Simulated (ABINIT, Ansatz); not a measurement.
# NaHF2 (R-3m): G0W0 with ABINIT, start to end

Wanted: ground state, empty states, screening and self-energy for NaHF2 (R-3m).

Program: ABINIT 10.8.3. Level of theory: PBEsol and many-body steps on it, plane waves. Results are calculated unless marked as measured.

## (1) The starting structure

The structure is trigonal, space group R-3m (No. 166). The conventional cell has a = 3.474 Å, b = 3.474 Å, c = 13.750 Å, α = 90.00°, β = 90.00°, γ = 120.00°. Na has 6 F at 2.32 Å nearest. Nearest to H lie 2 F at 1.13 Å. Nearest to F lie 1 H at 1.13 Å and 3 Na at 2.32 Å. Farther neighbours and most contacts between anions are not listed.

The cell and positions come from the Crystallography Open Database and are kept as given unless a step says otherwise.

## (2) Ground state

This step: ABINIT 10.8.3; DFT, PBEsol, plane waves, norm-conserving pseudopotentials.

The ground-state density comes first.

Contents of run.abi:

```
acell 3*1.0 Angstrom
rprim 
  1.737000000015 1.002857417591 4.583333333300
  -1.737000000015 1.002857417591 4.583333333300
  -0.000000000000 -2.005714835182 4.583333333300
ntypat 3
znucl 11 1 9
natom 4
typat 1 2 3 3
xred 
  0.000000000000 0.000000000000 0.000000000000
  0.500000000000 0.500000000000 0.500000000000
  0.417600000000 0.417600000000 0.417600000000
  0.582400000000 0.582400000000 0.582400000000
pp_dirpath "pseudos"
pseudos "Na.upf, H.upf, F.upf"
ecut 38
ngkpt 8 8 8
nshiftk 1
shiftk 0 0 0
kptopt 1
chksymbreak 0
nband 18
occopt 1
tolvrs 1e-10
nstep 60
prtwf 0
optforces 0
optstress 0
indata_prefix "in"
outdata_prefix "out"
tmpdata_prefix "tmp"
```

Run with:

```bash
OMP_NUM_THREADS=1 mpirun -n 4 abinit run.abi > log
```

Numbers of over 12 decimals in the logs are rounded to 6 here.

What it wrote:

```text
.Version 10.8.3 of ABINIT. v10.8.2 released Aug 2026.

 Symmetries : space group R-3 m (#166); Bravais hR (rhombohedral)
================================================================================
 Values of the parameters that define the memory need of the present run
     intxc =       0    ionmov =       0      iscf =       7    lmnmax =       5
     lnmax =       5     mgfft =      54  mpssoang =       3    mqgrid =    3001
     natom =       4  nloc_mem =       1    nspden =       1   nspinor =       1
    nsppol =       1      nsym =      12    n1xccc =    2501    ntypat =       3
    occopt =       1   xclevel =       2
-    mband =          18        mffmem =           1         mkmem =          17
       mpw =        3638          nfft =      157464          nkpt =          65
================================================================================
  Rough estimation (10% accuracy) of disk space for files :
================================================================================

--------------------------------------------------------------------------------
------------- Echo of variables that govern the present computation ------------
--------------------------------------------------------------------------------
 -outvars: echo values of preprocessed input variables --------
            acell      1.8897261259E+00  1.8897261259E+00  1.8897261259E+00 Bohr

      chksymbreak           0
             ecut      3.80000000E+01 Hartree
-          fftalg         312

              ixc     -116133
              kpt      0.00000000E+00  0.00000000E+00  0.00000000E+00
                       1.25000000E-01  0.00000000E+00  0.00000000E+00
                       2.50000000E-01  0.00000000E+00  0.00000000E+00
                       3.75000000E-01  0.00000000E+00  0.00000000E+00
                       5.00000000E-01  0.00000000E+00  0.00000000E+00
                       1.25000000E-01  1.25000000E-01  0.00000000E+00
                       2.50000000E-01  1.25000000E-01  0.00000000E+00
                       3.75000000E-01  1.25000000E-01  0.00000000E+00
                       5.00000000E-01  1.25000000E-01  0.00000000E+00
   [... 39 further rows ...]
                       5.00000000E-01  2.50000000E-01  2.50000000E-01
                      -3.75000000E-01  2.50000000E-01  2.50000000E-01
                       outvar_i_n : Printing only first  50 k-points.
         kptrlatt        8    0    0      0    8    0      0    0    8
          kptrlen      5.25192685E+01
P           mkmem          17
            natom           4
            nband          18
            ngfft          54      54      54
             nkpt          65
            nstep          60
             nsym          12
           ntypat           3
              occ      2.000000  2.000000  2.000000  2.000000  2.000000  2.000000
                       2.000000  2.000000  2.000000  2.000000  2.000000  2.000000
                       0.000000  0.000000  0.000000  0.000000  0.000000  0.000000
        optforces           0
        optstress           0
            prtwf           0
            rprim      1.7370000000E+00  1.0028574176E+00  4.5833333333E+00
[...]
spgroup         166

           tolvrs      1.00000000E-10

             xred      0.0000000000E+00  0.0000000000E+00  0.0000000000E+00
[...]
znucl       11.00000    1.00000    9.00000

================================================================================

 chkinp: Checking input parameters for consistency.

================================================================================
== DATASET  1 ==================================================================
-   mpi_nproc: 4, omp_nthreads: 1 (-1 if OMP is not activated)

--- !DatasetInfo
iteration_state: {dtset: 1, }
dimensions: {natom: 4, nkpt: 65, mband: 18, nsppol: 1, nspinor: 1, nspden: 1, mpw: 3638, }
cutoff_energies: {ecut:  38.0, pawecutdg:  -1.0, }
electrons: {nelect:   2.40000000E+01, charge:   0.00000000E+00, occopt:   1.00000000E+00, tsmear:   1.00000000E-02, }

 Real(R)+Recip(G) space primitive vectors, cartesian coordinates (Bohr,Bohr^-1):
 R(1)=  3.2824543  1.8951259  8.6612447  G(1)=  0.1523250  0.0879449  0.0384856
 R(2)= -3.2824543  1.8951259  8.6612447  G(2)= -0.1523250  0.0879449  0.0384856
 R(3)=  0.0000000 -3.7902517  8.6612447  G(3)=  0.0000000 -0.1758898  0.0384856
 Unit cell volume ucvol=  3.2327216E+02 bohr^3
 Angles (23,13,12)=  4.06314301E+01  4.06314301E+01  4.06314301E+01 degrees

 getcut: wavevector=  0.0000  0.0000  0.0000  ngfft=  54  54  54
         ecut(hartree)=     38.000   => boxcut(ratio)=   2.05942

--- Pseudopotential description ------------------------------------------------
- Na Generated using ONCVPSP code by D. R. Hamann
- 11.00000   9.00000  180301                  znucl, zion, pspdat
12 -116133 1 -1 2016                          pspcod,pspxc,lmax,lloc,mmax
     nproj     2     2     0
  pspatm : epsatm=    9.32918808
         --- l  ekb(1:nproj) -->
[...]
pspatm: atomic psp has been read  and splines computed

- H Generated using ONCVPSP code by D. R. Hamann
-  1.00000   1.00000  180301                  znucl, zion, pspdat
12 -116133 1 -1 1180                          pspcod,pspxc,lmax,lloc,mmax
     nproj     2     1     0
  pspatm : epsatm=    0.35585368
         --- l  ekb(1:nproj) -->
[...]
1   -0.494138
 pspatm: atomic psp has been read  and splines computed

- F Generated using ONCVPSP code by D. R. Hamann
-  9.00000   7.00000  180301                  znucl, zion, pspdat
12 -116133 2 -1 832                           pspcod,pspxc,lmax,lloc,mmax
     nproj     2     2     1
  pspatm : epsatm=    4.89824381
         --- l  ekb(1:nproj) -->
[...]
2   -2.394754
 pspatm: atomic psp has been read  and splines computed

   4.67556705E+02                                ecore*ucvol(ha*bohr**3)
--------------------------------------------------------------------------------

_setup2: Arith. and geom. avg. npw (full set) are    3616.209    3616.195

================================================================================

--- !BeginCycle
iteration_state: {dtset: 1, }
solver: {iscf: 7, nstep: 60, nline: 4, wfoptalg: 0, }
tolerances: {tolvrs: 1.00E-10, }

     iter   Etot(hartree)      deltaE(h)  residm     vres2
 ETOT  1  -95.371360499391    -9.537E+01 1.117E-01 5.112E+02
 ETOT  2  -95.419329754392    -4.797E-02 9.247E-03 3.787E+02
 ETOT  3  -95.487620696580    -6.829E-02 5.857E-03 9.919E+00
 ETOT  4  -95.488838087424    -1.217E-03 6.920E-04 1.287E-01
 ETOT  5  -95.488847732382    -9.645E-06 2.588E-04 2.517E-02
 ETOT  6  -95.488850120977    -2.389E-06 4.231E-05 1.732E-03
 ETOT  7  -95.488850175165    -5.419E-08 2.962E-05 9.136E-05
 ETOT  8  -95.488850178816    -3.651E-09 1.743E-05 8.957E-06
 ETOT  9  -95.488850178962    -1.463E-10 2.906E-05 1.747E-06
 ETOT 10  -95.488850178990    -2.801E-11 1.658E-05 7.812E-08
 ETOT 11  -95.488850178994    -3.880E-12 2.773E-05 4.007E-09
 ETOT 12  -95.488850178994     5.400E-13 1.529E-05 1.338E-11

 At SCF step   12       vres2   =  1.34E-11 < tolvrs=  1.00E-10 =>converged.

--- !ResultsGS
iteration_state: {dtset: 1, }
comment   : Summary of ground state results
lattice_vectors:
- [  3.2824543,   1.8951259,   8.6612447, ]
- [ -3.2824543,   1.8951259,   8.6612447, ]
- [ -0.0000000,  -3.7902517,   8.6612447, ]
lattice_lengths: [   9.45427,    9.45427,    9.45427, ]
lattice_angles: [ 40.631,  40.631,  40.631, ] # degrees, (23, 13, 12)
lattice_volume:   3.2327216E+02
convergence: {deltae:  5.400E-13, res2:  1.338E-11, residm:  1.529E-05, diffor:  0.000E+00, }
etotal    :  -9.54888502E+01
entropy   :   0.00000000E+00
fermie    :  -1.26494763E-01
cartesian_stress_tensor: null
pressure_GPa: null
xred      :
- [  0.0000E+00,   0.0000E+00,   0.0000E+00, Na]
- [  5.0000E-01,   5.0000E-01,   5.0000E-01,  H]
- [  4.1760E-01,   4.1760E-01,   4.1760E-01,  F]
- [  5.8240E-01,   5.8240E-01,   5.8240E-01,  F]
cartesian_forces: null
force_length_stats: {min: null, max: null, mean: null, }

 Integrated electronic density in atomic spheres:
 ------------------------------------------------
 Atom  Sphere_radius  Integrated_density
[...]
4        2.00000          7.12708732
================================================================================

 ----iterations are completed or convergence reached----

 Mean square residual over all n,k,spin=   13.362E-09; max=  15.287E-06
 reduced coordinates (array xred) for    4 atoms
       0.000000000000      0.000000000000      0.000000000000
       0.500000000000      0.500000000000      0.500000000000
       0.417600000000      0.417600000000      0.417600000000
       0.582400000000      0.582400000000      0.582400000000
 rms dE/dt=  0.0000E+00; max dE/dt=  0.0000E+00; dE/dt below (all hartree)
    1       0.000000000000      0.000000000000      0.000000000000
    2       0.000000000000      0.000000000000      0.000000000000
    3       0.000000000000      0.000000000000      0.000000000000
    4       0.000000000000      0.000000000000      0.000000000000

 cartesian coordinates (angstrom) at end:
    1      0.000000     0.000000     0.000000
    2     -0.000000     0.000000     6.875000
    3     -0.000000     0.000000     5.742000
    4      0.000000     0.000000     8.008000
 length scales=  1.889726125908  1.889726125908  1.889726125908 bohr
              =  1.000000000000  1.000000000000  1.000000000000 angstroms
 prteigrs : about to open file out_EIG
 Fermi (or HOMO) energy (hartree) =  -0.12649   Average Vxc (hartree)=  -0.30043
 Eigenvalues (hartree) for nkpt=  65  k points:
 kpt#   1, nband= 18, wtk=  0.00195, kpt=  0.0000  0.0000  0.0000 (reduced coord)
  -1.82753   -0.87479   -0.83452   -0.80128   -0.80128   -0.79265   -0.30980   -0.14551
  -0.14551   -0.13481   -0.13481   -0.13385    0.12823    0.35973    0.40202    0.52441
   0.57446    0.57446
 prteigrs : prtvol=0 or 1, do not print more k-points.

--- !EnergyTerms
iteration_state     : {dtset: 1, }
comment             : Components of total free energy in Hartree
kinetic             :  6.07410041776043E+01
hartree             :  3.63236830132896E+01
xc                  : -1.80141663739679E+01
Ewald energy        : -5.02885514626832E+01
psp_core            :  1.44632530267496E+00
local_psp           : -1.05493266645333E+02
non_local_psp       : -2.02038781905784E+01
total_energy        : -9.54888501789936E+01
total_energy_eV     : -2.59838398440521E+03
band_energy         : -1.39598903911370E+01

== END DATASET(S) ==============================================================
================================================================================

 -outvars: echo values of variables after computation  --------
           etotal     -9.5488850179E+01
            nband          18
             nkpt          65
          spgroup         166
 [... the other variables as echoed above ...]

 Calculation completed.
```

Wall time 2.3 min (4 MPI ranks of Arm Neoverse N1, shared host); peak memory 0.44 GiB.

This step gave:

* total energy: -2598.3840 eV
* gap: 6.931 eV
* k of the valence top: 0.5, 0.5, 0.5
* k of the conduction bottom: 0, 0, 0
* least direct gap: 7.132 eV

The gap is indirect, with the least direct gap 0.20 eV higher.

[end of part 1 of 3]

[Paths, hosts, dates, memory and timing lines, banners, echoed tables and standing remarks are left out of the program output.]

[Logs are printed without paths, hosts, clocks, repeated set-up lines and the standing remarks that a program may print on its own settings, such as how far it seeks lower states.]

[Runs of the session that timed out or met a known fault of the program may be left out.]

[Hosts, paths, dates, database ids (printed as entryN), source tags and the programs' standing remarks are cut or masked in the printed files.]

[G0W0 gaps are taken among the corrected bands and points alone; a level outside them can change the order at an edge.]

[Where Ansatz stands beside ABINIT at settings called matched, ABINIT's density can come from a denser mesh and the files from another edition; pairs whose starting gaps differed by over 0.03 eV were left out, so agreement reads better than it is.]
